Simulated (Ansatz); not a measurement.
# MnSe (P4/nmm): how robust is the cRPA U?

What does U in MnSe (P4/nmm) depend on besides the window?

Method: constrained RPA on LDA, plane waves, PAW, in Ansatz 0.2.0.

### 1. The structure

It takes space group P4/nmm (No. 129, tetragonal). The conventional cell has a = 3.613 Å, b = 3.613 Å, c = 6.246 Å, α = 90.00°, β = 90.00°, γ = 90.00°. Nearest to Mn lie 4 Se at 2.39 Å and 4 Mn at 2.55 Å. Se has 4 Mn at 2.39 Å nearest. Farther neighbours and most contacts between anions are not listed.

The cell and positions are those that the Materials Project relaxed with its own functionals (PBE, PBE+U or r2SCAN), kept fixed. The default PAW set here is soft_2. Its files were made with PBE.

### 2. Base: Mn d + anion p, bands v11 to c5, 4×4×4 mesh, medium accuracy

Constrained RPA screens the interaction with every transition except those inside the target bands, which a later many-body model would treat itself.

The input, input.yaml:

```yaml
crystal:
  lattice:
    - [0.0, -2.55498115, -2.55498115]
    - [0.0, -2.55498115, 2.55498115]
    - [-6.246356, 0.0, 0.0]
  atoms:
    - { symbol: Mn, position: [0.0, 0.0, 0.0] }
    - { symbol: Mn, position: [0.5, 0.5, 0.0] }
    - { symbol: Se, position: [0.5, 0.0, 0.750317] }
    - { symbol: Se, position: [0.0, 0.5, 0.249683] }
kpoints:
  mp_grid: { grid: [8, 8, 4] }
hamiltonian:
  xc: lda
scf:
  occupations: { method: gaussian, width: 0.08 }
  n_extra_bands: 24
  max_iter: 150
output:
  crpa:
    kmesh: [4, 4, 4]
    target_bands: [v11, c5]
    projections: [{ species: Mn, l: d, shell: 3 }, { species: Se, l: p, shell: 4 }]
  local_orbitals:
    kmesh: [8, 8, 8]
    orbitals: [{ species: Mn, l: d, shell: 3 }, { species: Se, l: p, shell: 4 }]
    window: { bands: [v11, c5] }
    seedname: lo
```

Command:

```console
$ ansatz run input.yaml --threads 4 --pin off --max-ram 9216MiB --backend cpu --events-out ev --progress --plain --runs-dir out
```

Numbers of over 12 decimals in the logs are rounded to 6 here.

Output:

```text
scf.n_extra_bands = 24 over 31 filled bands (N_el = 62.0): the run solves 55 bands
Engine: ansatz 0.2.0, aarch64-unknown-linux-gnu
Pseudopotentials: kind: paw
Pseudopotential: Mn, paw, valence charge 15, recommended cutoff 420 eV (normal), Mn.paw.azcp
Pseudopotential: Se, paw, valence charge 16, recommended cutoff 420 eV (normal), Se.paw.azcp
Functional definition: SPW92
  exchange = slater_x
  correlation = pw_c
Crystal: 4 atoms, lattice volume = 81.552 Å³
Basis set: ecut = 420 eV, 1573 PW (Γ)
Bands: 55, of which v1, the nominal top of the filled ones, is band 31 counted from 1 (30 counted from 0)
Symmetry: 16 space group operations
Space group: P4/nmm (ITA 129), of the structure as read, at distance tolerance 4.3e-5 Å
k-points: 45 of 256
Non-local potential: Mn, projectors of the file, l = 0: 3, l = 1: 2, l = 2: 3, l = 3: 1
Non-local potential: Se, projectors of the file, l = 0: 2, l = 1: 2, l = 2: 3, l = 3: 1
PAW form: soft (Blöchl's): semilocal exchange-correlation on the pseudo side does not see the compensation charge
PAW frozen core: Mn, regenerated for the run's functional, and the local potential with it (the file was generated under x = pbe(κ = 0.804, μ = 0.219515), c = pbe(β = 0.066725))
PAW frozen core: Se, regenerated for the run's functional, and the local potential with it (the file was generated under x = pbe(κ = 0.804, μ = 0.219515), c = pbe(β = 0.066725))
PAW one-centre angular grid: Mn, 590 points (default); XC on 64 Gauss nodes
PAW one-centre angular grid: Se, 590 points (default); XC on 64 Gauss nodes
Initial density: superposition of atomic densities (neutral atoms: chi_scale 0, normalization atom), corrected by the library's trained network
Initial wavefunctions: pseudopotential atomic-orbital guess
Functional: x = slater, c = lda
SCF iter   1: F=—  HF=-18449.911398 eV  |F-HF|=—  |Δ(HF+E_count)|=         —  Δρ=1.06e-2  dr2=3.91e-2  ethr=1.77e-3  ⟨swp⟩=5.7  Hψ=10306  notcnv=0  defer=325
preconditioner: auto → LDOS  [insulator: Δε(μ)=0.126 eV  Ē_g=14.243 eV  σ=0.080 eV  W_gap=0.71  n_scr=20 (ndim 8)  ℏωp=21.0 eV  f_vac=0.186  D(μ)=3.33/eV (n_scr^D=36)  ε∞_Penn≈3.2  β→1.0]
SCF iter   2: F=—  HF=-18449.921925 eV  |F-HF|=—  |Δ(HF+E_count)|=   1.05e-2  Δρ=1.31e-2  dr2=6.77e-2  ethr=6.31e-5  ⟨swp⟩=2.3  Hψ=4567  notcnv=0  defer=809
SCF iter   3: F=—  HF=-18449.901684 eV  |F-HF|=—  |Δ(HF+E_count)|=   2.02e-2  Δρ=3.07e-3  dr2=4.90e-3  ethr=6.31e-5  ⟨swp⟩=2.0  Hψ=3332  notcnv=0  defer=809
SCF iter   4: F=—  HF=-18449.901027 eV  |F-HF|=—  |Δ(HF+E_count)|=   6.56e-4  Δρ=7.43e-4  dr2=1.46e-3  ethr=7.91e-6  ⟨swp⟩=2.0  Hψ=1955  notcnv=0  defer=809
SCF iter   5: F=—  HF=-18449.900764 eV  |F-HF|=—  |Δ(HF+E_count)|=   2.63e-4  Δρ=1.17e-4  dr2=1.04e-5  ethr=2.36e-6  ⟨swp⟩=2.0  Hψ=1987  notcnv=0  defer=809
[...]
--- Per-component energies (eV) ---
  E_band       = -1367.419462
  E_kinetic    = 854.972560
  E_local      = -11532.814049  (includes V_loc(G=0)·N_el)
  E_nonlocal   = -687.140622
  E_hartree    = 5329.766282
  E_xc         = -434.374892
  E_vxc        = -489.410102  (∫ρ·V_xc dr)
  E_paw        = -6139.231595  (= ΣΔE_a)
  E_vpaw       = -172.556429  (= ΣTr[D̂ρ^β])
  E_aug_tail   = -0.001175  (compensation charges beyond the density's cutoff)
  E_ewald      = -5846.267351
  E_core_change = 5.202631  (= ΣΔE_core)
  E_smearing   = -0.012549  (= −TS)
  E_closure    = -0.000000  (closes the sum)
  Σ components = -18449.900761   (vs F -18449.900761, Δ=0.00e0)
--- Band table (eV; the first three rows and the last of 45) ---
  k-point 0: bands = [... 27 lower, 8.5933, 9.2925, 9.9096, 10.2187, 10.2187, 10.4552, 11.3771, 11.9782, ... 20 higher]
  k-point 1: bands = [... 27 lower, 8.6891, 9.3070, 9.5069, 10.2509, 10.2509, 10.4550, 11.3771, 11.8038, ... 20 higher]
  k-point 2: bands = [... 27 lower, 8.9593, 9.0238, 9.3216, 10.2909, 10.2909, 10.4548, 11.3771, 11.6290, ... 20 higher]
  k-point 44: bands = [... 27 lower, 7.8283, 8.0039, 8.0039, 9.3735, 9.3735, 9.8745, 9.8745, 11.4852, ... 20 higher]
--- cRPA (band scheme, projected local orbitals): target bands 21..36 (1-based), 16 Wannier function(s), 4×4×4 mesh, 72 bands' worth read of 77 solved, ecut_chi 136.0 eV, v(q+G=0) probe_charge, pair densities all_electron ---
  bands read: the sum over 72 bands ends inside a degenerate multiplet in 3 slots, whose members it reads at an even weight; the widest, k=0: bands 72 to 73 (counted from 1) at 1/2 each
  χ-basis size per q: N_G = 280..306
  window electrons = 22.0000, filled by tetrahedron_uncorrected; constrained ε̄⁻¹(q = 0, 0) head = 0.355857; min gauge Gram eig = 0.6707
  Kanamori averages over each shell's own Wannier functions (sites counted from 0, functions from 1):
  Each shell's averages of U are screened by what lies outside the whole window alone: parameters of one model of all the shells.
    Site 0, 3D, 5 of 5 d orbitals (Wannier functions 1, 2, 3, 4, 5; wannier90's mr 1, 2, 3, 4, 5):
      screened: U = 6.8932 eV, U' = 5.8079 eV, J = 0.5481 eV
      screened, to within: U = 1.2e-2 eV, U' = 1.2e-2 eV, J = 1.1e-3 eV
      bare: V = 20.0674 eV, V' = 18.7231 eV, J = 0.6809 eV
    Site 1, 3D, 5 of 5 d orbitals (Wannier functions 6, 7, 8, 9, 10; wannier90's mr 1, 2, 3, 4, 5):
      screened: U = 6.8932 eV, U' = 5.8079 eV, J = 0.5481 eV
      screened, to within: U = 1.2e-2 eV, U' = 1.2e-2 eV, J = 1.1e-3 eV
      bare: V = 20.0674 eV, V' = 18.7231 eV, J = 0.6809 eV
    Site 2, 4P, 3 of 3 p orbitals (Wannier functions 11, 12, 13; wannier90's mr 1, 2, 3):
      screened: U = 4.7841 eV, U' = 3.9874 eV, J = 0.4066 eV
      screened, to within: U = 6.4e-3 eV, U' = 6.4e-3 eV, J = 8.6e-4 eV
      bare: V = 11.0263 eV, V' = 9.8052 eV, J = 0.6251 eV
    Site 3, 4P, 3 of 3 p orbitals (Wannier functions 14, 15, 16; wannier90's mr 1, 2, 3):
      screened: U = 4.7841 eV, U' = 3.9874 eV, J = 0.4066 eV
      screened, to within: U = 6.4e-3 eV, U' = 6.4e-3 eV, J = 8.6e-4 eV
      bare: V = 11.0263 eV, V' = 9.8052 eV, J = 0.6251 eV
  Hermiticity witness max|P − P†| over intra, direct and exchange elements: 1.42e-14 eV (screened), 6.43e-17 eV (bare)
  Reality witness max|Im| over intra, direct and exchange elements: 5.83e-12 eV (screened), 1.91e-12 eV (bare)
[key lines of the parts left out:]
SCF converged after 7 iterations
Free energy (F): -18449.900761 eV
Fermi energy:    9.634217 eV
```

Wall time 20 min (4 threads of Arm Neoverse V1, shared host); peak memory 0.92 GiB; 78 min of CPU time.

Numbers from this step:

```yaml
u: 6.893 eV
u_prime_inter_orbital: 5.808 eV
j: 0.5481 eV
bare_v: 20.07 eV
bare_j: 0.6809 eV
stated_bound_on_u: 0.01161 eV
u_over_bare_v: 0.3435
electrons_in_the_window: 22.00
head_of_the_constrained_inverse_dielectric_matrix: 0.3559
least_eigenvalue_of_the_projection_s_overlap: 0.6707
target_functions: 16
bands_in_the_sums: 72
r_m_s_miss_of_the_model_bands: 0.004578 eV
width_of_the_target_bands: 8.270 eV
weight_of_the_projected_orbitals_in_the_window: 0.9434
```

On the Mn d shell, screening brings the on-site interaction from 20.1 eV down to U = 6.89 eV.

### 3. Changed: 4×4×2 mesh

input.yaml, the sections that differ from step 2:

```yaml
output:
  crpa:
    kmesh: [4, 4, 2]
    target_bands: [v11, c5]
    projections: [{ species: Mn, l: d, shell: 3 }, { species: Se, l: p, shell: 4 }]
# crystal, kpoints, hamiltonian, scf: as in step 2
```

Output:

```text
[...]
Crystal: 4 atoms, lattice volume = 81.552 Å³
Basis set: ecut = 420 eV, 1573 PW (Γ)
Bands: 55, of which v1, the nominal top of the filled ones, is band 31 counted from 1 (30 counted from 0)
[... 1 set-up line as in the run before ...]
[...]
k-points: 45 of 256
[...]
SCF iter   1: F=—  HF=-18449.911398 eV  |F-HF|=—  |Δ(HF+E_count)|=         —  Δρ=1.06e-2  dr2=3.91e-2  ethr=1.77e-3  ⟨swp⟩=5.7  Hψ=10306  notcnv=0  defer=325
[...]
SCF iter   7: F=-18449.900761 eV  HF=-18449.900761 eV  |F-HF|=8.23e-9  |Δ(HF+E_count)|=   3.26e-8  Δρ=5.13e-6  dr2=1.31e-8  ethr=1.61e-10  ⟨swp⟩=10.7  Hψ=12936  notcnv=0
SCF 1 converged in 7 iterations: F = -18449.900761 eV  dr2 = 1.31e-8
[...]
NSCF: frozen V_eff on 12 k-points
[...]
cRPA screening: q 1/32
cRPA screening: q 2/32
cRPA screening: q 3/32
cRPA screening: q 7/32 (q-point 4)
cRPA screening: q 11/32 (q-point 5)
[...]
k-point 44: bands = [... 27 lower, 7.8283, 8.0039, 8.0039, 9.3735, 9.3735, 9.8745, 9.8745, 11.4852, ... 20 higher]
[...]
χ-basis size per q: N_G = 280..306
[...]
screened: U = 6.8837 eV, U' = 5.7984 eV, J = 0.5482 eV
      screened, to within: U = 1.2e-2 eV, U' = 1.2e-2 eV, J = 1.0e-3 eV
      bare: V = 20.0792 eV, V' = 18.7348 eV, J = 0.6809 eV
[...]
screened: U = 6.8837 eV, U' = 5.7984 eV, J = 0.5482 eV
      screened, to within: U = 1.2e-2 eV, U' = 1.2e-2 eV, J = 1.0e-3 eV
      bare: V = 20.0792 eV, V' = 18.7348 eV, J = 0.6809 eV
    Site 2, 4P, 3 of 3 p orbitals (Wannier functions 11, 12, 13; wannier90's mr 1, 2, 3):
      screened: U = 4.7888 eV, U' = 3.9917 eV, J = 0.4068 eV
      screened, to within: U = 6.4e-3 eV, U' = 6.4e-3 eV, J = 8.4e-4 eV
      bare: V = 11.0561 eV, V' = 9.8345 eV, J = 0.6253 eV
    Site 3, 4P, 3 of 3 p orbitals (Wannier functions 14, 15, 16; wannier90's mr 1, 2, 3):
      screened: U = 4.7888 eV, U' = 3.9917 eV, J = 0.4068 eV
      screened, to within: U = 6.4e-3 eV, U' = 6.4e-3 eV, J = 8.4e-4 eV
      bare: V = 11.0561 eV, V' = 9.8345 eV, J = 0.6253 eV
[...]
[key lines of the parts left out:]
SCF converged after 7 iterations
Free energy (F): -18449.900761 eV
Fermi energy:    9.634217 eV
```

It took 7 min on 4 threads; peak memory 0.83 GiB.

This step gave:

* U: 6.884 eV
* U prime (inter-orbital): 5.798 eV
* J: 0.5482 eV
* bare V: 20.08 eV
* bare J: 0.6809 eV
* stated bound on U: 0.01153 eV
* U over bare V: 0.3428
* electrons in the window: 22
* head of the constrained inverse dielectric matrix: 0.3535
* least eigenvalue of the projection's overlap: 0.6707
* target functions: 16
* bands in the sums: 72
* width of the target bands: 8.270 eV
* weight of the projected orbitals in the window: 0.9434

On the Mn d shell, screening brings the on-site interaction from 20.1 eV down to U = 6.88 eV.

### 4. Changed: 2×2×2 mesh

Edit input.yaml of step 3 so:

```diff
@@ -20,3 +20,3 @@
   crpa:
-    kmesh: [4, 4, 2]
+    kmesh: [2, 2, 2]
     target_bands: [v11, c5]
```

Output:

```text
[...]
Crystal: 4 atoms, lattice volume = 81.552 Å³
Basis set: ecut = 420 eV, 1573 PW (Γ)
Bands: 55, of which v1, the nominal top of the filled ones, is band 31 counted from 1 (30 counted from 0)
[... 1 set-up line as in the run before ...]
[...]
k-points: 45 of 256
[...]
screened: U = 4.7817 eV, U' = 3.9490 eV, J = 0.4206 eV
      screened, to within: U = 6.3e-3 eV, U' = 6.3e-3 eV, J = 8.4e-4 eV
      bare: V = 11.4286 eV, V' = 10.1623 eV, J = 0.6426 eV
    Site 3, 4P, 3 of 3 p orbitals (Wannier functions 14, 15, 16; wannier90's mr 1, 2, 3):
      screened: U = 4.7817 eV, U' = 3.9490 eV, J = 0.4206 eV
      screened, to within: U = 6.3e-3 eV, U' = 6.3e-3 eV, J = 8.4e-4 eV
      bare: V = 11.4286 eV, V' = 10.1623 eV, J = 0.6426 eV
[...]
[key lines of the parts left out:]
SCF converged after 7 iterations
Free energy (F): -18449.900761 eV
Fermi energy:    9.634217 eV
```

Elapsed: 69 s, on 4 threads; peak memory 0.76 GiB; 4.3 min of CPU time.

This step gave:

| Quantity | Value |
| --- | --- |
| U | 6.554 eV |
| U prime (inter-orbital) | 5.484 eV |
| J | 0.5422 eV |
| bare V | 20.01 eV |
| bare J | 0.6753 eV |
| stated bound on U | 0.01101 eV |
| U over bare V | 0.3275 |
| electrons in the window | 22.00 |
| head of the constrained inverse dielectric matrix | 0.3010 |
| least eigenvalue of the projection's overlap | 0.6707 |
| target functions | 16 |
| bands in the sums | 72 |
| width of the target bands | 8.270 eV |
| weight of the projected orbitals in the window | 0.9434 |

On the Mn d shell, screening brings the on-site interaction from 20.0 eV down to U = 6.55 eV.

### 5. Changed: more bands than orbitals

Edit input.yaml of step 4 so:

```diff
@@ -20,4 +20,4 @@
   crpa:
-    kmesh: [2, 2, 2]
-    target_bands: [v11, c5]
+    kmesh: [4, 4, 4]
+    target_bands: [v11, c6]
     projections: [{ species: Mn, l: d, shell: 3 }, { species: Se, l: p, shell: 4 }]
```

Output:

```text
Error: invalid value for `output.crpa.projections`: 16 orbital(s) selected but the target window spans 17 band(s); name one orbital per band of it
```

It took 0.1 s on 4 threads; peak memory 0.088 GiB.

The input was rejected at the start.

The program's message: “Error: invalid value for `output.crpa.projections`: 16 orbital(s) selected but the target window spans 17 band(s); name one orbital per band of it”

The fault put into this input: more bands than orbitals.

### 6. Side by side

Times are wall times on 4 threads of Arm Neoverse V1, shared host, good to a factor of about two.

| run | bare V (eV) | U (eV) | J (eV) | bound on U (eV) | width (eV) | time |
| --- | --- | --- | --- | --- | --- | --- |
| target window | 20.07 | 6.893 | 0.548 | 0.0116 | 8.27 | 20 min |
| 4×4×2 mesh | 20.08 | 6.884 | 0.548 | 0.0115 | 8.27 | 7 min |
| 2×2×2 mesh | 20.01 | 6.554 | 0.542 | 0.0110 | 8.27 | 69 s |

### 7. Summary of results

| Item | Value |
| --- | --- |
| target window | U 6.89 eV, J 0.55 eV |
| 4×4×2 mesh | U 6.88 eV, J 0.55 eV |
| 2×2×2 mesh | U 6.55 eV, J 0.54 eV |

4×4×2 mesh moves U by −0.01 eV (within the solver's bounds, for the mean over orbitals) at 0.35 times the time. 2×2×2 mesh moves U by −0.34 eV at 0.057 times the time. The printed bound covers the solver alone, not the mesh, and no denser mesh than the base was run. The parent state is non-magnetic and the interaction static (zero frequency); U depends on the window and the orbitals, so it belongs to this model alone. A window that holds the anion p bands defines a model with explicit ligands; its U belongs to that model and is not the U of DFT+U.

[Paths, hosts, dates, memory and timing lines, banners, echoed tables and standing remarks are left out of the program output.]

[Logs are printed without paths, hosts, clocks, repeated set-up lines and the standing remarks that a program may print on its own settings, such as how far it seeks lower states.]

[Runs of the session that timed out or met a known fault of the program may be left out.]

[Hosts, paths, dates, database ids (printed as entryN), source tags and the programs' standing remarks are cut or masked in the printed files.]
